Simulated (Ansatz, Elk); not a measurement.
## Bonding as seen by X-rays: SrCaNi4

Structure refinements treat a crystal as free atoms side by side. For a made-up structure of SrCaNi4 (cell and positions from a PBE relaxation) the runs below show what the calculated density changes in F(hkl).

Main program and level: Elk 11.2.3 (patched build); DFT, PBE, all-electron APW+lo, Dirac cores, scalar-relativistic bands, static density, no spin.

The structure was built from a prototype and need not be the compound's stable phase.

## 1. Set-up

The structure is cubic, space group F-43m (No. 216). Conventional cell: a = 7.320 Å, b = 7.320 Å, c = 7.320 Å, α = 90.00°, β = 90.00°, γ = 90.00°. Nearest to Sr lie 12 Ni at 3.04 Å and 4 Ca at 3.17 Å. Nearest to Ni lie 6 Ni at 2.57 to 2.60 Å and 3 Ca at 3.03 Å and 3 Sr at 3.04 Å. Nearest to Ca lie 12 Ni at 3.03 Å and 4 Sr at 3.17 Å. Farther neighbours are not listed.

## 2. Ground state and structure factors

An all-electron density is needed, since X-rays see the cores too. Task 0 finds the density and task 195 Fourier-transforms it; tshift is off so that phases refer to the origin typed.

elk.in reads:

```
tasks
  0
  195

xctype
  20

spinpol
  .false.

rgkmax
  7.0

gmaxvr
  14.0

lmaxo
  7

lmaxapw
  8

swidth
  0.002

tshift
  .false.

ramdisk
  .false.

hmaxvr
  5.5

maxscl
  120

epspot
  1e-06

sppath
  './'

avec
  -0.00000000000 6.91603621243 6.91603621243
  6.91603621243 -0.00000000000 6.91603621243
  6.91603621243 6.91603621243 -0.00000000000

atoms
  3
  'Sr.in'
  1
  0.7500000000 0.7500000000 0.7500000000   0.000000 0.000000 0.000000
  'Ni.in'
  4
  0.1256938938 0.6229183185 0.1256938938   0.000000 0.000000 0.000000
  0.1256938938 0.1256938938 0.6229183185   0.000000 0.000000 0.000000
  0.1256938938 0.1256938938 0.1256938938   0.000000 0.000000 0.000000
  0.6229183185 0.1256938938 0.1256938938   0.000000 0.000000 0.000000
  'Ca.in'
  1
  0.5000000000 0.5000000000 0.5000000000   0.000000 0.000000 0.000000

ngridk
  5 5 5
```

Command:

```sh
OMP_NUM_THREADS=4 elk
```

Numbers of over 12 decimals in the logs are rounded to 6 here.

The log of the run:

```text
┌─────────────────────────┐
│ Elk code version 11.2.3 │
└─────────────────────────┘

All units are atomic (Hartree, Bohr, etc.)

┌─────────────────────────────────────────────────┐
│ Ground-state run starting from atomic densities │
└─────────────────────────────────────────────────┘

Lattice vectors :
  -0.000000000       6.916036212       6.916036212
   6.916036212      -0.000000000       6.916036212
   6.916036212       6.916036212      -0.000000000

Reciprocal lattice vectors :
 -0.4542475715      0.4542475715      0.4542475715
  0.4542475715     -0.4542475715      0.4542475715
  0.4542475715      0.4542475715     -0.4542475715

Unit cell volume      :    661.6095591
Brillouin zone volume :   0.3749193312

Muffin-tin inner radius fraction :   0.1000000000E-01

Nuclei treated as point charges

Species : 1 (Sr)
 parameters loaded from : Sr.in
 name : strontium
 nuclear charge    :   -38.00000000
 electronic charge :    38.00000000
 atomic mass :    159721.4892
 muffin-tin radius :    2.600000000
 number of radial points in muffin-tin :   1193
 inner part over the whole radius :   0.9909106339E-02
 number on inner part of muffin-tin    :    847
 approximate nuclear radius :   0.8067967193E-04
 number of mesh points to nuclear radius :    415
 atomic positions (lattice), magnetic fields (Cartesian) :
  1 :   0.75000000  0.75000000  0.75000000    0.00000000  0.00000000  0.00000000

Species : 2 (Ni)
 parameters loaded from : Ni.in
 name : nickel
 nuclear charge    :   -28.00000000
 electronic charge :    28.00000000
 atomic mass :    106991.5231
 muffin-tin radius :    2.400000000
 number of radial points in muffin-tin :    993
 inner part over the whole radius :   0.9944305101E-02
 number on inner part of muffin-tin    :    701
 approximate nuclear radius :   0.7325707712E-04
 number of mesh points to nuclear radius :    335
 atomic positions (lattice), magnetic fields (Cartesian) :
  1 :   0.12569389  0.62291832  0.12569389    0.00000000  0.00000000  0.00000000
  2 :   0.12569389  0.12569389  0.62291832    0.00000000  0.00000000  0.00000000
  3 :   0.12569389  0.12569389  0.12569389    0.00000000  0.00000000  0.00000000
  4 :   0.62291832  0.12569389  0.12569389    0.00000000  0.00000000  0.00000000

Species : 3 (Ca)
 parameters loaded from : Ca.in
 name : calcium
 nuclear charge    :   -20.00000000
 electronic charge :    20.00000000
 atomic mass :    73057.72475
 muffin-tin radius :    2.400000000
 number of radial points in muffin-tin :    993
 inner part over the whole radius :   0.9970789793E-02
 number on inner part of muffin-tin    :    698
 approximate nuclear radius :   0.6614485811E-04
 number of mesh points to nuclear radius :    321
 atomic positions (lattice), magnetic fields (Cartesian) :
  1 :   0.50000000  0.50000000  0.50000000    0.00000000  0.00000000  0.00000000

Total number of atoms per unit cell :    6
Total muffin-tin volume :    363.1513556
 ratio of muffin-tin to unit cell volume :   0.5488907326

Spin treatment :
 spin-unpolarised

Number of Bravais lattice symmetries :   48
Number of crystal symmetries         :   24
Crystal has no inversion symmetry
Complex Hermitian eigensolver will be used

k-point grid :      5     5     5
k-point offset :    0.000000000       0.000000000       0.000000000
k-point set is reduced with full crystal symmetry group
Total number of k-points :       14

Muffin-tin radius times maximum |G+k| :    7.000000000
 using average radius
Maximum |G+k| for APW functions       :    2.876712329
Maximum (1/2)|G+k|²                   :    4.137736911
Maximum |G| for potential and density :    14.00000000
Constant for pseudocharge density :    9
 order of it for each species :   16  16  16
 order of it for pair densities of each species (exact exchange by exxq0 0: 17) :   11   9   9
Radial integration step length :    1

G-vector grid sizes :     45    45    45
Number of G-vectors :    30731

Maximum angular momentum used for
 APW functions            :    8
 outer part of muffin-tin :    7
[...]
exchange                    :     -390.04737117478
 correlation                 :     -8.062919
 electron entropic           :    -0.31551394200726E-03
 total energy                :     -9944.5923150262

Density of states at Fermi energy :    16.00102371
 (states/Hartree/unit cell)

Estimated indirect band gap :   0.1431804481E-01
 from k-point 4 to k-point 14
Estimated direct band gap   :   0.2412704568E-01
 at k-point 8

Charges :
 core                        :    86.00000000
 valence                     :    84.00000000
 interstitial                :    5.433665725
 muffin-tins (core leakage)
  species : 1 (Sr)
[...]
species : 2 (Ni)
[...]
species : 3 (Ca)
[...]
total in muffin-tins        :    164.5663343
 total calculated charge     :    169.9987096
 total charge                :    170.0000000
 error                       :   0.1290414128E-02

RMS change in Kohn-Sham potential (target) :   0.4217092415     (  0.1000000000E-05)
Absolute change in total energy (target)   :   0.4587540639     (  0.1000000000E-03)

[... loops 3 to 16 left out ...]

┌──────────────────┐
│ Loop number : 17 │
└──────────────────┘

Energies :
 Fermi                       :     0.240943
 sum of occupied eigenvalues :     -5761.9292702124
 electron kinetic            :      10141.202036342
 core electron kinetic       :      9415.7019419218
 Coulomb                     :     -19688.876943596
 Coulomb potential           :     -15388.631344779
 nuclear-nuclear             :     -1459.3001166064
 electron-nuclear            :     -21115.971727577
 Hartree                     :      2886.3949005872
 Madelung                    :     -11994.561271207
 xc potential                :     -514.49996177604
 exchange                    :     -387.83995093577
 correlation                 :     -8.056330
 electron entropic           :    -0.18431188019818E-02
 total energy                :     -9943.5730310329

Density of states at Fermi energy :    132.9725656
 (states/Hartree/unit cell)

Estimated indirect band gap :   0.4602382998E-02
 from k-point 9 to k-point 14
Estimated direct band gap   :   0.9399459647E-02
 at k-point 12

Charges :
 core                        :    86.00000000
 valence                     :    84.00000000
 interstitial                :    6.543097622
 muffin-tins (core leakage)
  species : 1 (Sr)
[...]
species : 2 (Ni)
[...]
species : 3 (Ca)
[...]
total in muffin-tins        :    163.4569024
 total calculated charge     :    169.9986934
 total charge                :    170.0000000
 error                       :   0.1306623091E-02

RMS change in Kohn-Sham potential (target) :   0.4561486048E-06 (  0.1000000000E-05)
Absolute change in total energy (target)   :   0.5216454701E-04 (  0.1000000000E-03)

Convergence targets achieved

┌──────────────────┐
│ Loop number : 18 │
└──────────────────┘

Energies :
 Fermi                       :     0.240944
 sum of occupied eigenvalues :     -5761.9292010006
 electron kinetic            :      10141.202078912
 core electron kinetic       :      9415.7019651400
 Coulomb                     :     -19688.876932986
 Coulomb potential           :     -15388.631350016
 nuclear-nuclear             :     -1459.3001166064
 electron-nuclear            :     -21115.971697983
 Hartree                     :      2886.3948816034
 Madelung                    :     -11994.561257978
 xc potential                :     -514.49992989575
 exchange                    :     -387.83994985767
 correlation                 :     -8.056330
 electron entropic           :    -0.18431167359155E-02
 total energy                :     -9943.5729767100

Density of states at Fermi energy :    132.9723944
 (states/Hartree/unit cell)

Estimated indirect band gap :   0.4602391761E-02
 from k-point 9 to k-point 14
Estimated direct band gap   :   0.9399478396E-02
 at k-point 8

Charges :
 core                        :    86.00000000
 valence                     :    84.00000000
 interstitial                :    6.543096679
 muffin-tins (core leakage)
  species : 1 (Sr)
[...]
species : 2 (Ni)
[...]
atom 3                    :    27.24971698     (  0.2773192577E-03)
   atom 4                    :    27.24971698     (  0.2773192577E-03)
  species : 3 (Ca)
   atom 1                    :    18.27666173     ( -0.1986328737E-06)
 total in muffin-tins        :    163.4569033
 total calculated charge     :    169.9986934
 total charge                :    170.0000000
 error                       :   0.1306622737E-02

┌──────────────────────────────┐
│ Self-consistent loop stopped │
└──────────────────────────────┘

Warning : core states of species 2 leak from the muffin-tin :   0.2773192577E-03

Wrote STATE.OUT
```

Wall time 39 s (4 threads of Arm Neoverse V1, shared host); peak memory 0.23 GiB.

SFACRHO.OUT:

```text

h k l indices transformed by vhmat matrix:
   1.000000000       0.000000000       0.000000000    
   0.000000000       1.000000000       0.000000000    
   0.000000000       0.000000000       1.000000000    

      h      k      l  multipl.   |H|            Re(F)            Im(F)           |F|

      0      0      0      1   0.0000000       170.00000     -0.11996674E-16   170.00000    
      1      1      1      4  0.78677987       18.599678      -2.6558764       18.788339    
      1      0      0      4  0.78677987       18.599678       2.6558764       18.788339    
      0     -1     -1      6  0.90849514      -17.476973     -0.26313849E-09   17.476973    
      1      2      1     12   1.2848062       44.739384     -0.35477906E-10   44.739384    
      0     -1     -2     12   1.5065688      -43.701636      -58.688098       73.171892    
     -1     -1      1     12   1.5065688      -43.701636       58.688098       73.171892    
     -2      0      0      4   1.5735597      -15.085467      -83.047816       84.406819    
      0      2      0      4   1.5735597      -15.085467       83.047816       84.406819    
      2      2      0      6   1.8169903      -38.624674      0.49149366E-07   38.624674    
     -3     -1     -1     12   1.9800193       15.176721      0.13037485       15.177281    
     -2     -2     -3     12   1.9800193       15.176721     -0.13037480       15.177281    
     -1      1      2     24   2.0314569      -13.410820     -0.20385083E-09   13.410820    
      2      3      3     12   2.2253495       35.568922       1.2339397       35.590320    
      1      0      3     12   2.2253495       35.568922      -1.2339397       35.590320    
      3      1      3     12   2.3603396      -33.590957       48.446890       58.952978    
     -1     -3     -3     12   2.3603396      -33.590957      -48.446890       58.952978    
      0      0      3      4   2.3603396      -35.161432       46.702778       58.459180
```

Elk indexes on the primitive cell of elk.in and gives |H| = 4π sin θ/λ in inverse bohr. Below, one row stands for each form hkl of the conventional cell (m members, Friedel mates merged), F is for one primitive cell and the density is static (no thermal factor). Free-atom factors are Waasmaier and Kirfel's, and R is Σm||F|−|F'||/Σm|F|.

```tsv
hkl	m	sin θ/λ (Å⁻¹)	abs F, DFT	neutral atoms	diff.	abs of complex diff.
111	8	0.118	18.788	18.545	+0.243	0.306
200	6	0.137	17.477	17.478	-0.001	0.001
220	12	0.193	44.739	44.791	-0.051	0.051
311	24	0.227	73.172	73.207	-0.035	0.040
222	8	0.237	84.407	84.798	-0.392	0.393
400	6	0.273	38.625	39.106	-0.482	0.482
331	24	0.298	15.177	15.365	-0.188	0.224
420	24	0.305	13.411	13.443	-0.032	0.032
422	24	0.335	35.590	35.537	+0.053	0.053
511	24	0.355	58.953	59.116	-0.163	0.164
333	8	0.355	58.459	58.752	-0.293	0.295
440	12	0.386	96.469	96.649	-0.180	0.180
531	48	0.404	11.967	11.978	-0.011	0.012
442	24	0.410	13.260	13.277	-0.017	0.046
600	6	0.410	11.129	11.145	-0.016	0.016
620	24	0.432	30.794	30.737	+0.057	0.057
533	24	0.448	50.499	50.493	+0.007	0.022
622	24	0.453	57.641	57.742	-0.101	0.101
444	8	0.473	25.200	25.259	-0.059	0.059
711	24	0.488	10.878	10.886	-0.008	0.028
551	24	0.488	9.377	9.449	-0.073	0.089
640	24	0.493	13.073	13.102	-0.029	0.029
```

## 3. The highest occupied states alone

An energy window below the Fermi level keeps the highest occupied states, to see at which angles they scatter; shallow core shells can lie inside it and anion s states outside. No new self-consistency is needed.

elk.in, as its differences from that of step 2:

```diff
@@ -1,3 +1,2 @@
 tasks
-  0
   195
@@ -40,2 +39,5 @@
 
+wsfac
+  -0.126550 0.540940
+
 sppath
```

Command:

```sh
OMP_NUM_THREADS=4 elk
```

The log of the run:

```text
┌─────────────────────────────────┐
│ Elk code version 11.2.3 started │
└─────────────────────────────────┘

Info(readinput): the functional depends on the density's gradient
 muffin-tin radial points multiplied by    2.00000
 (not where nrmtscf is given)

┌────────────────────┐
│ Current task : 195 │
└────────────────────┘

Info(sfacrho): density structure factors written to SFACRHO.OUT

 Energy window :  -0.1265500000      0.5409400000

┌──────────────────┐
│ Elk code stopped │
└──────────────────┘
```

Wall time 15 s (4 threads); peak memory 0.18 GiB.

States within 10 eV below the Fermi level hold 44.00 electrons; any levels below the window count with the cores. Their amplitudes can exceed the total, where window and core parts have opposite phase:

```tsv
hkl	sin θ/λ (Å⁻¹)	abs F, window	abs F, all
111	0.118	15.516	18.788
200	0.137	0.231	17.477
220	0.193	0.021	44.739
311	0.227	10.560	73.172
222	0.237	19.844	84.407
400	0.273	16.983	38.625
331	0.298	7.666	15.177
420	0.305	0.151	13.411
422	0.335	0.319	35.590
511	0.355	6.267	58.953
```

## 4. Another functional

The difference from free atoms is small, so it is set against the change that LDA (Perdew-Wang) makes.

elk.in, as its differences from that of step 3:

```diff
@@ -1,2 +1,3 @@
 tasks
+  0
   195
@@ -4,3 +5,3 @@
 xctype
-  20
+  3
 
@@ -39,5 +40,2 @@
 
-wsfac
-  -0.126550 0.540940
-
 sppath
```

Command:

```sh
OMP_NUM_THREADS=4 elk
```

The log of the run:

```text
┌─────────────────────────┐
│ Elk code version 11.2.3 │
└─────────────────────────┘

All units are atomic (Hartree, Bohr, etc.)

┌─────────────────────────────────────────────────┐
│ Ground-state run starting from atomic densities │
└─────────────────────────────────────────────────┘

Lattice vectors :
  -0.000000000       6.916036212       6.916036212
   6.916036212      -0.000000000       6.916036212
   6.916036212       6.916036212      -0.000000000

Reciprocal lattice vectors :
 -0.4542475715      0.4542475715      0.4542475715
[...]
species : 1 (Sr)
[...]
species : 2 (Ni)
[...]
atom 4                    :    27.26079292     (  0.2880897723E-03)
  species : 3 (Ca)
   atom 1                    :    18.28162519     ( -0.3473798225E-05)
 total in muffin-tins        :    163.5067056
 total calculated charge     :    169.9986403
 total charge                :    170.0000000
 error                       :   0.1359661982E-02

┌──────────────────────────────┐
│ Self-consistent loop stopped │
└──────────────────────────────┘

Warning : core states of species 2 leak from the muffin-tin :   0.2880897723E-03

Wrote STATE.OUT
[key lines of the parts left out:]
total energy                :     -9928.5424545783
```

Wall time 24 s (4 threads); peak memory 0.18 GiB; 63 s of CPU time.

Against the first run R = 0.04 %; the largest change is -0.057 at 440.

## 5. A coarser k-mesh

About half the k-points along each axis test the sampling.

elk.in, as its differences from that of step 4:

```diff
@@ -5,3 +5,3 @@
 xctype
-  3
+  20
 
@@ -64,2 +64,2 @@
 ngridk
-  5 5 5
+  2 2 2
```

Command:

```sh
OMP_NUM_THREADS=4 elk
```

The log of the run:

```text
┌─────────────────────────┐
│ Elk code version 11.2.3 │
└─────────────────────────┘

All units are atomic (Hartree, Bohr, etc.)

┌─────────────────────────────────────────────────┐
│ Ground-state run starting from atomic densities │
└─────────────────────────────────────────────────┘

Lattice vectors :
  -0.000000000       6.916036212       6.916036212
   6.916036212      -0.000000000       6.916036212
   6.916036212       6.916036212      -0.000000000

Reciprocal lattice vectors :
 -0.4542475715      0.4542475715      0.4542475715
[...]
species : 1 (Sr)
[...]
species : 2 (Ni)
[...]
atom 4                    :    27.26053306     (  0.2803142071E-03)
  species : 3 (Ca)
   atom 1                    :    18.28718244     ( -0.1986364691E-06)
 total in muffin-tins        :    163.5186639
 total calculated charge     :    169.9987174
 total charge                :    170.0000000
 error                       :   0.1282559450E-02

┌──────────────────────────────┐
│ Self-consistent loop stopped │
└──────────────────────────────┘

Warning : core states of species 2 leak from the muffin-tin :   0.2803142071E-03

Wrote STATE.OUT
[key lines of the parts left out:]
total energy                :     -9943.5667226137
```

Wall time 24 s (4 threads); peak memory 0.25 GiB; 45 s of CPU time.

Against the first run R = 0.03 %; the largest change is +0.105 at 222.

## 6. Settings against the effect

```tsv
run	R against the first run (%)	R against neutral atoms, low angle (%)	wall time
PBE, rgkmax 7	0.00	0.37	39 s
LDA (Perdew-Wang)	0.04	0.38	24 s
k-mesh 2×2×2	0.03	0.30	24 s
```

## 7. Summary of results

- R against neutral atoms, sin θ/λ < 0.3 Å⁻¹: 0.37 %
- R against neutral atoms, 0.3 to 0.82 Å⁻¹: 0.19 %

What this shows: Independent neutral atoms miss the calculated amplitudes by R = 0.37 % below 0.3 Å⁻¹ and 0.19 % from there to 0.82 Å⁻¹; by shells, 0.77 % below 0.15 Å⁻¹ (2 forms), 0.34 % 0.15 to 0.3 (5 forms), 0.18 % 0.3 to 0.45 (10 forms), 0.20 % above 0.45 (54 forms). Bonding, aspherical density and the tables' own atoms all enter these figures, and the runs don't part them. The largest change of an amplitude is -0.48 electrons, at 400. R counts amplitudes alone; phases shift too. The window's part falls from 44.0 electrons at the origin to at most 8.05 between 0.45 and 0.82 Å⁻¹, where compact states inside the window still scatter. Below 0.3 Å⁻¹ the changes that finished (LDA (Perdew-Wang) and k-mesh 2×2×2) move F by R = 0.08 % at most, against the 0.37 % that separates it from free atoms. The basis has no finished test. These runs have no spin, though d or f shells may be open. Part of the difference isn't bonding: the tables are fits to free atoms and ions calculated by other methods than this functional. Thermal motion, anomalous dispersion and extinction are left out.

[Logs are printed without paths, hosts, clocks, repeated set-up lines and the standing remarks that a program may print on its own settings, such as how far it seeks lower states.]

[Hosts, paths, dates, database ids (printed as entryN), source tags and the programs' standing remarks are cut or masked in the printed files.]
